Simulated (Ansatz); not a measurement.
**A convergence test on LaCuSeO (P4/nmm): wavefunction cutoff**

Wanted: the cheapest wavefunction cutoff that holds the r2SCAN gap of LaCuSeO (P4/nmm).

Program: Ansatz 0.2.0. Level of theory: DFT, r2SCAN, plane waves, PAW; PAW set soft_1. Values are calculated unless marked as measured.

The raw output is cut from this account; settings, times and results stay.

**1. The structure**

The structure is tetragonal, space group P4/nmm (No. 129). The conventional cell has a = 4.067 Å, b = 4.067 Å, c = 8.797 Å, α = 90.00°, β = 90.00°, γ = 90.00°. Nearest to La lie 4 O at 2.38 Å and 4 Se at 3.33 Å. Cu has 4 Se at 2.52 Å nearest. Nearest to Se lie 4 Cu at 2.52 Å and 4 La at 3.33 Å. Nearest to O lie 4 La at 2.38 Å. Farther neighbours, and contacts between anions beyond the nearest, are not listed.

As a file:

```cif
data_structure
_symmetry_space_group_name_H-M 'P 1'
_symmetry_Int_Tables_number 1
_cell_length_a 4.0671
_cell_length_b 4.0671
_cell_length_c 8.7975
_cell_angle_alpha 90.000
_cell_angle_beta 90.000
_cell_angle_gamma 90.000
_cell_volume 145.52
loop_
_atom_site_label
_atom_site_type_symbol
_atom_site_fract_x
_atom_site_fract_y
_atom_site_fract_z
_atom_site_occupancy
La1 La 0.50000 0.00000 0.13980 1
La2 La 0.00000 0.50000 0.86020 1
Cu3 Cu 0.50000 0.50000 0.50000 1
Cu4 Cu 0.00000 0.00000 0.50000 1
Se5 Se 0.50000 0.00000 0.66980 1
Se6 Se 0.00000 0.50000 0.33020 1
O7 O 0.50000 0.50000 0.00000 1
O8 O 0.00000 0.00000 0.00000 1
```

The cell and positions come from the Crystallography Open Database and are kept as given unless a step says otherwise.

**2. Wavefunction cutoff: 220 eV**

Contents of input.yaml:

```yaml
crystal:
  lattice:
    - [4.06712, 0.0, 0.0]
    - [0.0, 4.06712, 0.0]
    - [0.0, 0.0, 8.7975]
  atoms:
    - { symbol: La, position: [0.5, 0.0, 0.1398] }
    - { symbol: La, position: [0.0, 0.5, 0.8602] }
    - { symbol: Cu, position: [0.5, 0.5, 0.5] }
    - { symbol: Cu, position: [0.0, 0.0, 0.5] }
    - { symbol: Se, position: [0.5, 0.0, 0.6698] }
    - { symbol: Se, position: [0.0, 0.5, 0.3302] }
    - { symbol: O, position: [0.5, 0.5, 0.0] }
    - { symbol: O, position: [0.0, 0.0, 0.0] }
kpoints:
  mp_grid: { grid: [6, 6, 4] }
  band_path:
    path:
      - [0.0, 0.0, 0.0]
      - [0.0, 0.5, 0.0]
      - [0.5, 0.5, 0.0]
      - [0.0, 0.0, 0.5]
      - [0.0, 0.5, 0.5]
      - [0.5, 0.5, 0.5]
    npoints: 1
hamiltonian:
  xc: r2scan
  pseudopotentials: { kind: paw, azcp: { folder: soft_1 } }
scf:
  occupations: { method: fermi_dirac, width: 0.02 }
  n_extra_bands: 6
  max_iter: 80
output:
  eigenvalues: true
  forces: true
  stress: true
basis:
  ecutwfc: 220.0
```

The run is started by

```bash
$ ansatz run input.yaml --threads 3 --pin off --max-ram 92160MiB --backend cuda --events-out ev --progress --plain --runs-dir out --devices 1 --max-vram 13GiB
```

The job ended after 9.5 s (1 × NVIDIA H100 80GB HBM3 (shared by 6 runs) with 3 threads of AMD EPYC 7R13 (Zen 3), shared host; peak memory 0.98 GiB).

Numbers from this step:

| Item | Value |
| --- | --- |
| pressure | 1.580 GPa |
| gap | 2.316 eV |
| valence top at | Γ |
| conduction bottom at | Γ |
| least direct gap | 2.316 eV |

The gap is direct, at Γ.

**3. Wavefunction cutoff: 350 eV**

input.yaml, as its differences from that of step 2:

```diff
@@ -29,3 +29,3 @@
 scf:
-  occupations: { method: fermi_dirac, width: 0.02 }
+  occupations: { method: fixed }
   n_extra_bands: 6
@@ -37,2 +37,2 @@
 basis:
-  ecutwfc: 220.0
+  ecutwfc: 350.0
```

Wall time 13 s (1 × NVIDIA H100 80GB HBM3 (shared by 6 runs) with 3 threads); peak memory 1 GiB.

Numbers from this step:

```yaml
pressure: -0.3871 GPa
gap: 1.885 eV
valence_top_at: Γ
conduction_bottom_at: Γ
least_direct_gap: 1.885 eV
```

The gap is 1.885 eV, −0.431 eV from the run before at this level.

**4. Wavefunction cutoff: 500 eV (the default)**

input.yaml, the sections that differ from step 3:

```yaml
kpoints:
  mp_grid: { grid: [6, 6, 4] }
  band_path:
    path:
      - [[0.0, 0.0, 0.0], [0.0, 0.5, 0.0], [0.5, 0.5, 0.0], [0.0, 0.0, 0.0], [0.0, 0.0, 0.5], [0.0, 0.5, 0.5], [0.5, 0.5, 0.5], [0.0, 0.0, 0.5]]
      - [[0.0, 0.5, 0.0], [0.0, 0.5, 0.5]]
      - [[0.5, 0.5, 0.0], [0.5, 0.5, 0.5]]
    npoints: 10
scf:
  occupations: { method: fermi_dirac, width: 0.02 }
  n_extra_bands: 6
output:
  eigenvalues: true
  forces: true
  stress: true
  write_density: true
  write_potential: true
  elf: true
  volumetric_format: npy
# crystal, hamiltonian: as in step 3
# basis: removed
```

Wall time 15 s (1 × NVIDIA H100 80GB HBM3 (shared by 6 runs) with 3 threads); peak memory 1.3 GiB.

Numbers from this step:

- pressure: -0.4563 GPa
- gap: 1.889 eV
- valence top at: Γ
- conduction bottom at: Γ
- least direct gap: 1.889 eV

The gap is 1.889 eV, +0.003 eV from the run before at this level.

**5. Wavefunction cutoff: 750 eV**

input.yaml, the sections that differ from step 4:

```yaml
kpoints:
  mp_grid: { grid: [6, 6, 4] }
  band_path:
    path:
      - [0.0, 0.0, 0.0]
      - [0.0, 0.5, 0.0]
      - [0.5, 0.5, 0.0]
      - [0.0, 0.0, 0.5]
      - [0.0, 0.5, 0.5]
      - [0.5, 0.5, 0.5]
    npoints: 1
scf:
  occupations: { method: fixed }
  n_extra_bands: 6
  max_iter: 80
basis:
  ecutwfc: 750.0
# crystal, hamiltonian, output: as in step 4
```

Elapsed: 19 s, on 1 × NVIDIA H100 80GB HBM3 (shared by 6 runs) with 3 threads; peak memory 1.5 GiB.

Numbers from this step:

```yaml
pressure: -0.4653 GPa
gap: 1.889 eV
valence_top_at: Γ
conduction_bottom_at: Γ
least_direct_gap: 1.889 eV
```

The gap is 1.889 eV, +0.001 eV from the run before at this level.

**6. The series**

Differences are against the last row; a negative gap means that bands overlap, and a run with a band path holds that path's time. Times are wall times on 1 × NVIDIA H100 80GB HBM3 (shared by 6 runs) with 3 threads of AMD EPYC 7R13 (Zen 3), shared host, good to a factor of about two.

```tsv
wavefunction cutoff	gap (eV)	direct gap (eV)	gap error (eV)	energy error (meV/atom)	irreducible k	time
220 eV	2.316	2.316	+0.427	+2547.3	30	9.5 s
350 eV	1.885	1.885	−0.004	+19.8	30	13 s
500 eV	1.889	1.889	−0.001	+1.9	30	15 s
750 eV	1.889	1.889	+0.000	+0.0	30	19 s
```

**7. What came out**

| Item | Value |
| --- | --- |
| 220 eV | 2.316 eV |
| 350 eV | 1.885 eV |
| 500 eV | 1.889 eV |
| 750 eV | 1.889 eV |

What this shows: The gap holds to 0.02 eV from 350 eV on. At 220 eV the gap is off by +0.427 eV and the energy by +2547 meV/atom. The runs have no spin polarisation. For a closed low-spin shell that is the natural state; where a d or f shell is open it is a constraint, and the gap is then not the crystal's own.

[Long decimals in the printed logs are rounded to 6 places.]

[Logs are printed without paths, hosts, clocks, repeated set-up lines and the standing remarks that a program may print on its own settings, such as how far it seeks lower states.]

[Paths, hosts, dates, memory and timing lines, banners, echoed tables and standing remarks are left out of the program output; an Ansatz launch command may be rebuilt from the run's recorded settings. Measured values are a selection of at most five: reports struck by readers or far from the other reports are left out. None is set beside runs whose start may be inverted or whose files or cutoffs have a known fault.]

[Runs of the session that timed out or met a known fault of the program may be left out.]

[Cells called generated may have been cut or substituted from an entry of the Crystallography Open Database or the Materials Project.]

[Hosts, paths, dates, database ids (printed as entryN), source tags and the programs' standing remarks are cut or masked in the printed files.]

[Where the starting crystal was built by hand or by swapping elements, it need not be the compound's stable phase.]
